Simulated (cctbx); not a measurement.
# Solving a structure by charge flipping

Cell a = 5.2300 Å, b = 5.2300 Å, c = 4.3690 Å, α = 90.00°, β = 90.00°, γ = 120.00°; space group P6/mmm (no. 191); content Os5 Sm1.

The data are simulated with cctbx, not measured: synchrotron X-rays, λ = 0.6889 Å, to d = 0.6 Å, 80 % of the full sphere, strongest reflection 20000 counts, noise from counting, a 3 % proportional error and a noise floor of 8 counts (s.d.); no absorption, and some extinction, which the refinements don't model.

Charge flipping in P1 on plain amplitudes to 0.8 Å, δ = 1.1 σ, 10 % of the reflections treated as weak, 200 cycles:

```text
cycle      R  skewness
    0  0.527     0.46
   16  0.235     3.90
   32  0.182     3.53
   48  0.180     3.39
   64  0.179     3.39
   80  0.173     3.23
   96  0.174     3.36
  112  0.155     3.17
  128  0.162     3.26
  144  0.172     3.29
  160  0.161     3.23
  176  0.157     3.12
  192  0.168     3.24
origin shift          correlation  skewness
 0.135  0.084  0.064      0.996      6.29
 0.801  0.419  0.055      0.963      4.81
 0.483  0.770  0.054      0.931      4.54
 0.652  0.579  0.082      0.831      4.33
taken: symmetry correlation 0.996, skewness 6.29
peak      x       y       z  mult  height/sigma
Q1    0.3333  0.6667  0.0000    2     13.0
Q2    0.0000  0.5000  0.5000    3     11.3
Q3    0.0000  0.0000  0.0000    1      9.2
Q4    0.0000  0.5000  0.2507    6      0.6
Q5    0.1178  0.4221  0.3298   24      0.6
Q6    0.0000  0.0000  0.3015    2      0.5
Q7    0.2279  0.4559  0.1511   12      0.5
Q8    0.0000  0.5000  0.0000    3      0.5
```

The origin is taken among those within 0.04 of the best correlation, by the skewness of the map.

Run time: 0.77 s on 1 thread of Arm Neoverse N1, with other jobs on the host, peak memory 0.07 GiB.

Q: Assign the peaks.

Heights go roughly as Z and multiplicities must add up to the content. First model: Q1 = Os1 (2 in the cell, height 13.0), Q2 = Os2 (3 in the cell, height 11.3) and Q3 = Sm1 (1 in the cell, height 9.2). Against the true structure, Q1 is Os, Q2 is Os and Q3 is Sm; the other peaks are not atoms.

Least squares on F², isotropic:

```text
Rint 0.034, 132 unique reflections to 0.60 A
cycle     R1     wR2    GooF  max shift (A)
   1  0.1067  0.2302  12.749   0.00000
   2  0.0266  0.0729   4.035   0.00000
final R1 0.0266 wR2 0.0729 GooF 4.035  parameters 3  data/parameter 44.0
atom        x        y        z      Ueq    occ   su(xyz)  su(Uiso or U11)
Os1    0.33333  0.66667  0.00000   0.0107  1.000  0.00000  0.0003
Os2    0.00000  0.50000  0.50000   0.0161  1.000  0.00000  0.0002
Sm1    0.00000  0.00000  0.00000   0.0103  1.000  0.00000  0.0004
difference map: max 7.30 min -12.19 rms 0.89
Q1    0.0000  0.4290  0.5000    6    7.73  0.37 A from Os2
Q2    0.1880  0.5940  0.5000    6    1.96  0.85 A from Os2
Q3    0.3333  0.6667  0.5000    2    1.80  1.51 A from Os2
Q4    0.1486  0.5743  0.0000    6    1.60  0.84 A from Os1
Q5    0.3333  0.6667  0.0000    2    1.39  0.00 A from Os1
```

Anisotropic refinement:

```text
Rint 0.034, 132 unique reflections to 0.60 A
cycle     R1     wR2    GooF  max shift (A)
   1  0.0266  0.0729   4.099   0.00000
   2  0.0081  0.0167   0.937   0.00000
final R1 0.0081 wR2 0.0167 GooF 0.937  parameters 7  data/parameter 18.9
atom        x        y        z      Ueq    occ   su(xyz)  su(Uiso or U11)
Os1    0.33333  0.66667  0.00000   0.0106  1.000  0.00000  0.0001
Os2    0.00000  0.50000  0.50000   0.0161  1.000  0.00000  0.0001
Sm1    0.00000  0.00000  0.00000   0.0105  1.000  0.00000  0.0001
difference map: max 0.97 min -1.00 rms 0.25
Q1    0.1346  0.5673  0.0000    6    0.98  0.90 A from Os1
Q2    0.0000  0.3711  0.3976   12    0.84  0.81 A from Os2
Q3    0.0000  0.0000  0.3397    2    0.75  1.48 A from Sm1
Q4    0.1261  0.2521  0.5000    6    0.71  1.72 A from Os2
Q5    0.2361  0.4722  0.0000    6    0.63  0.88 A from Os1
Q6    0.0000  0.5000  0.2732    6    0.62  0.99 A from Os2
```

**Reading.** The refinement ends at R1 = 0.0081, wR2 = 0.0167, GooF = 0.94, with difference density between -1.00 and 0.97 e/Å³. Every site matches the true model in element, within 0.001 Å r.m.s., up to an allowed shift of origin.

True model:

```csv
atom,mult.,x,y,z,Ueq (Å²)
Os1,3,0,1/2,1/2,0.0163
Os2,2,2/3,1/3,0,0.0108
Sm1,1,0,0,0,0.0107
```

The model was made for the exercise: a known structure type with other elements put in, its volume estimated, not relaxed; displacement parameters are assumed.

[Middle refinement cycles are left out of these outputs.]

[Logs are printed without paths, hosts, clocks, repeated set-up lines and the standing remarks that a program may print on its own settings, such as how far it seeks lower states.]
